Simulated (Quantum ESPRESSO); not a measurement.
# FeSi (Fersilicite): parallel and opposed starts, part 2 of 2

Aim: find out which collinear order of FeSi (Fersilicite) costs least.

Quantum ESPRESSO 7.5; PBEsol; plane waves with GBRV 1.5 PBEsol potentials, no spin-orbit coupling.

So far: The starting structure; Run 1 (ferro ++++).

The database entry behind the starting cell differs from later determinations by our own check (about 0.5 % short), so it need not match the best structure at ambient conditions.

## 3. Run 2 (antiferro ++−−)

Contents of pw.in:

```
&CONTROL
  calculation = 'scf'
  prefix = 'pwscf'
  outdir = './tmp'
  pseudo_dir = './pseudo'
  disk_io = 'nowf'
/
&SYSTEM
  ibrav = 0
  nat = 8
  ntyp = 3
  ecutwfc = 40
  ecutrho = 280
  nbnd = 52
  occupations = 'smearing'
  smearing = 'fd'
  degauss = 0.00734986
  nspin = 2
  starting_magnetization(1) = 0.175
  starting_magnetization(2) = -0.175
  starting_magnetization(3) = 0
/
&ELECTRONS
  conv_thr = 1.6d-08
  electron_maxstep = 150
  mixing_beta = 0.3
/
ATOMIC_SPECIES
Fe1    55.8450 fe_pbesol_v1.5.uspp.F.UPF
Fe2    55.8450 fe_pbesol_v1.5.uspp.F.UPF
Si     28.0850 si_pbesol_v1.uspp.F.UPF
CELL_PARAMETERS angstrom
   4.4670000000    0.0000000000    0.0000000000
   0.0000000000    4.4670000000    0.0000000000
   0.0000000000    0.0000000000    4.4670000000
ATOMIC_POSITIONS crystal
Fe1     0.1340000000    0.1340000000    0.1340000000
Fe1     0.3660000000    0.8660000000    0.6340000000
Fe2     0.6340000000    0.3660000000    0.8660000000
Fe2     0.8660000000    0.6340000000    0.3660000000
Si      0.8445000000    0.8445000000    0.8445000000
Si      0.6555000000    0.1555000000    0.3445000000
Si      0.3445000000    0.6555000000    0.1555000000
Si      0.1555000000    0.3445000000    0.6555000000
K_POINTS automatic
6 6 6 0 0 0
```

Started as:

```console
$ OMP_NUM_THREADS=1 mpirun -n 4 pw.x -nk 4 -in pw.in > pw.out
```

The program printed:

```text
[banner, memory and clock lines left out]
Program PWSCF v.7.5 starts

     Message from routine setup:
     using ibrav=0 with symmetry is DISCOURAGED, use correct ibrav instead

     bravais-lattice index     =            0
     lattice parameter (alat)  =       8.4414  a.u.
     unit-cell volume          =     601.5122 (a.u.)^3
     number of atoms/cell      =            8
     number of atomic types    =            3
     number of electrons       =        80.00
     number of Kohn-Sham states=           52
     kinetic-energy cutoff     =      40.0000  Ry
     charge density cutoff     =     280.0000  Ry
     scf convergence threshold =      1.6E-08
     mixing beta               =       0.3000
     number of iterations used =            8  plain     mixing
     Exchange-correlation= SLA  PW   PSX  PSC
                           (   1   4  10   8   0   0   0)

     celldm(1)=   8.441407  celldm(2)=   0.000000  celldm(3)=   0.000000
     celldm(4)=   0.000000  celldm(5)=   0.000000  celldm(6)=   0.000000

     crystal axes: (cart. coord. in units of alat)
               a(1) = (   1.000000   0.000000   0.000000 )
               a(2) = (   0.000000   1.000000   0.000000 )
               a(3) = (   0.000000   0.000000   1.000000 )

     reciprocal axes: (cart. coord. in units 2 pi/alat)
               b(1) = (  1.000000  0.000000  0.000000 )
               b(2) = (  0.000000  1.000000  0.000000 )
               b(3) = (  0.000000  0.000000  1.000000 )

     PseudoPot. # 1 for Fe read from file:
     fe_pbesol_v1.5.uspp.F.UPF
     Pseudo is Ultrasoft + core correction, Zval = 16.0

     PseudoPot. # 2 for Fe read from file:
     fe_pbesol_v1.5.uspp.F.UPF
     Pseudo is Ultrasoft + core correction, Zval = 16.0

     PseudoPot. # 3 for Si read from file:
     si_pbesol_v1.uspp.F.UPF
     Pseudo is Ultrasoft + core correction, Zval =  4.0

     atomic species   valence    mass     pseudopotential
     Fe1              16.00    55.84500     Fe( 1.00)
     Fe2              16.00    55.84500     Fe( 1.00)
     Si                4.00    28.08500     Si( 1.00)

     Starting magnetic structure
     atomic species   magnetization
     Fe1             0.175
     Fe2            -0.175
     Si              0.000

      2 Sym. Ops. (no inversion) found ( 1 have fractional translation)

   Cartesian axes

     site n.     atom                  positions (alat units)
         1        Fe1    tau(   1) = (   0.1340000   0.1340000   0.1340000  )
         2        Fe1    tau(   2) = (   0.3660000   0.8660000   0.6340000  )
         3        Fe2    tau(   3) = (   0.6340000   0.3660000   0.8660000  )
         4        Fe2    tau(   4) = (   0.8660000   0.6340000   0.3660000  )
         5        Si     tau(   5) = (   0.8445000   0.8445000   0.8445000  )
         6        Si     tau(   6) = (   0.6555000   0.1555000   0.3445000  )
         7        Si     tau(   7) = (   0.3445000   0.6555000   0.1555000  )
         8        Si     tau(   8) = (   0.1555000   0.3445000   0.6555000  )

     number of k points=    80  Fermi-Dirac smearing, width (Ry)=  0.0073
                       cart. coord. in units 2pi/alat
        k(    1) = (   0.0000000   0.0000000   0.0000000), wk =   0.0046296
        k(    2) = (   0.0000000   0.0000000   0.1666667), wk =   0.0092593
        k(    3) = (   0.0000000   0.0000000   0.3333333), wk =   0.0092593
        k(    4) = (   0.0000000   0.0000000  -0.5000000), wk =   0.0046296
        k(    5) = (   0.0000000   0.1666667   0.1666667), wk =   0.0185185
        [... 75 further k-points ...]

     Dense  grid:    47497 G-vectors     FFT dimensions: (  48,  45,  48)

     Smooth grid:    20377 G-vectors     FFT dimensions: (  36,  36,  36)

     Check: negative core charge=   -0.000033
     Generating pointlists ...
     new r_m :   0.2068 (alat units)  1.7460 (a.u.) for type    1
     new r_m :   0.2068 (alat units)  1.7460 (a.u.) for type    2
     new r_m :   0.2068 (alat units)  1.7460 (a.u.) for type    3

     Initial potential from superposition of free atoms

     starting charge      75.9974, renormalised to      80.0000
     Starting wfcs are   68 randomized atomic wfcs

     Self-consistent Calculation

     iteration #  1     ecut=    40.00 Ry     beta= 0.30
     Davidson diagonalization with overlap
     ethr =  1.00E-02,  avg # of iterations =  3.9

     total energy              =   -1036.44835308 Ry
     estimated scf accuracy    <       9.56084207 Ry

     total magnetization       =     0.00 Bohr mag/cell
     absolute magnetization    =     6.56 Bohr mag/cell

     iteration #  2     ecut=    40.00 Ry     beta= 0.30
     Davidson diagonalization with overlap
     ethr =  1.00E-02,  avg # of iterations =  3.0

     total energy              =   -1038.26756515 Ry
     estimated scf accuracy    <       8.84386170 Ry

     total magnetization       =    -0.00 Bohr mag/cell
     absolute magnetization    =     4.32 Bohr mag/cell

     [... further iterations left out ...]

     iteration # 19     ecut=    40.00 Ry     beta= 0.30
     Davidson diagonalization with overlap
     ethr =  8.97E-10,  avg # of iterations =  1.7

     total energy              =   -1039.39224905 Ry
     estimated scf accuracy    <       0.00000003 Ry

     total magnetization       =    -0.01 Bohr mag/cell
     absolute magnetization    =     0.01 Bohr mag/cell

     iteration # 20     ecut=    40.00 Ry     beta= 0.30
     Davidson diagonalization with overlap
     ethr =  3.73E-11,  avg # of iterations =  2.8

     Magnetic moment per site  (integrated on atomic sphere of radius R)
     atom   1 (R=0.207)  charge= 14.0277  magn= -0.0021
     atom   2 (R=0.207)  charge= 14.0277  magn= -0.0021
     atom   3 (R=0.207)  charge= 14.0275  magn= -0.0012
     atom   4 (R=0.207)  charge= 14.0275  magn= -0.0012
     atom   5 (R=0.207)  charge=  1.6212  magn=  0.0001
     atom   6 (R=0.207)  charge=  1.6212  magn=  0.0001
     atom   7 (R=0.207)  charge=  1.6213  magn=  0.0001
     atom   8 (R=0.207)  charge=  1.6213  magn=  0.0001

     End of self-consistent calculation

     Number of k-points >= 100: set verbosity='high' to print the bands.

     the Fermi energy is    16.1990 ev

!    total energy              =   -1039.39224912 Ry
     estimated scf accuracy    <          9.6E-09 Ry
     smearing contrib. (-TS)   =      -0.01648240 Ry
     internal energy E=F+TS    =   -1039.37576672 Ry

     The total energy is F=E-TS. E is the sum of the following terms:
     one-electron contribution =    -604.23784668 Ry
     hartree contribution      =     348.53454328 Ry
     xc contribution           =    -133.54071935 Ry
     ewald contribution        =    -650.13174398 Ry

     total magnetization       =    -0.01 Bohr mag/cell
     absolute magnetization    =     0.01 Bohr mag/cell

     convergence has been achieved in  20 iterations
```

Wall time 3.8 min (4 MPI ranks of Arm Neoverse V1, shared host); peak memory 0.78 GiB.

Spin moment in the atom's sphere by atom:

| atom | spin moment in the atom's sphere (μB) |
| --- | --- |
| Fe1 | -0.0021 |
| Fe2 | -0.0021 |
| Fe3 | -0.0012 |
| Fe4 | -0.0012 |
| Si5 | 0.0001 |
| Si6 | 0.0001 |
| Si7 | 0.0001 |
| Si8 | 0.0001 |

This step gave:

| Item | Value |
| --- | --- |
| smearing term TS | 0.2243 eV |
| magnetization | -0.006 μB |
| absolute magnetization | 0.008 μB |
| final state | non-magnetic |

## 4. Run 3 (ferri +++−)

Changes to pw.in since step 3:

```diff
@@ -13,3 +13,3 @@
   ecutrho = 280
-  nbnd = 52
+  nbnd = 55
   occupations = 'smearing'
@@ -38,3 +38,3 @@
 Fe1     0.3660000000    0.8660000000    0.6340000000
-Fe2     0.6340000000    0.3660000000    0.8660000000
+Fe1     0.6340000000    0.3660000000    0.8660000000
 Fe2     0.8660000000    0.6340000000    0.3660000000
```

The program printed:

```text
     [... lines left out ...]
Program PWSCF v.7.5 starts
     [... lines left out ...]
     number of atoms/cell      =            8
     [... lines left out ...]
     number of electrons       =        80.00
     number of Kohn-Sham states=           55
     kinetic-energy cutoff     =      40.0000  Ry
     charge density cutoff     =     280.0000  Ry
     scf convergence threshold =      1.6E-08
     [... lines left out ...]
      3 Sym. Ops. (no inversion) found ( 2 have fractional translation)
     [... lines left out ...]
     number of k points=    40  Fermi-Dirac smearing, width (Ry)=  0.0073
     [... lines left out ...]
     iteration # 26     ecut=    40.00 Ry     beta= 0.30
     [... lines left out ...]
     Magnetic moment per site  (integrated on atomic sphere of radius R)
     atom   1 (R=0.207)  charge= 14.0275  magn= -0.0009
     atom   2 (R=0.207)  charge= 14.0275  magn= -0.0009
     atom   3 (R=0.207)  charge= 14.0275  magn= -0.0009
     atom   4 (R=0.207)  charge= 14.0274  magn=  0.0006
     atom   5 (R=0.207)  charge=  1.6212  magn=  0.0000
     atom   6 (R=0.207)  charge=  1.6212  magn=  0.0000
     atom   7 (R=0.207)  charge=  1.6212  magn=  0.0000
     atom   8 (R=0.207)  charge=  1.6212  magn=  0.0000
     [... lines left out ...]
     the Fermi energy is    16.1991 ev
!    total energy              =   -1039.39225035 Ry
     estimated scf accuracy    <       0.00000001 Ry
     smearing contrib. (-TS)   =      -0.01648092 Ry
     [... lines left out ...]
     total magnetization       =    -0.00 Bohr mag/cell
     absolute magnetization    =     0.00 Bohr mag/cell
     convergence has been achieved in  26 iterations
```

Elapsed: 2.8 min, on 4 MPI ranks; peak memory 0.65 GiB.

Spin moment in the atom's sphere by atom:

| atom | spin moment in the atom's sphere (μB) |
| --- | --- |
| Fe1 | -0.0009 |
| Fe2 | -0.0009 |
| Fe3 | -0.0009 |
| Fe4 | 0.0006 |
| Si5 | 0.0000 |
| Si6 | 0.0000 |
| Si7 | 0.0000 |
| Si8 | 0.0000 |

Numbers from this step:

| Item | Value |
| --- | --- |
| smearing term TS | 0.2242 eV |
| magnetization | 0 μB |
| absolute magnetization | 0 μB |
| final state | non-magnetic |

## 5. Ranking

An order is kept where moments of 0.15 μB or more survive with the typed signs; meshes match where a doubled cell samples the same k points as the first cell.

Orders:

| start | final state | typed order kept | energy over the lowest (meV a seeded atom) | largest site moment (μB) | net moment (μB a cell of the first run) | mesh matched | CPU time (s) |
| --- | --- | --- | --- | --- | --- | --- | --- |
| ferro ++++ | non-magnetic | no | 0 | 0 | 7.18e-4 | yes | 542.1 |
| antiferro ++-- | non-magnetic | no | 0.004223 | 0.00208 | 0.005812 | yes | 914.8 |
| ferri +++- | non-magnetic | no | 0 | 8.87e-4 | 0.001768 | yes | 665.1 |

## 6. Summary of results

| Quantity | Value |
| --- | --- |
| lowest state found | non-magnetic (from ferro ++++, antiferro ++-- and ferri +++-) |
| largest site moment | 0 μB |

What this shows: The lowest state carries no moment, and no start kept one. This is the lowest of 3 collinear or spinless starts, no proof of the ground state. Energies are free energies at an electronic temperature of 1160 K, which lowers moments and differences where the moments are itinerant.

[Logs and program files are shortened in this print: banners, set-up blocks, solver, clock and traceback lines can be left out without a mark of their own.]

[Logs are printed without paths, hosts, clocks, repeated set-up lines and the standing remarks that a program may print on its own settings, such as how far it seeks lower states.]

[Hosts, paths, dates, database ids (printed as entryN), source tags and the programs' standing remarks are cut or masked in the printed files.]

[Where a cell is said to come from a database of computed structures, the database is the Materials Project.]
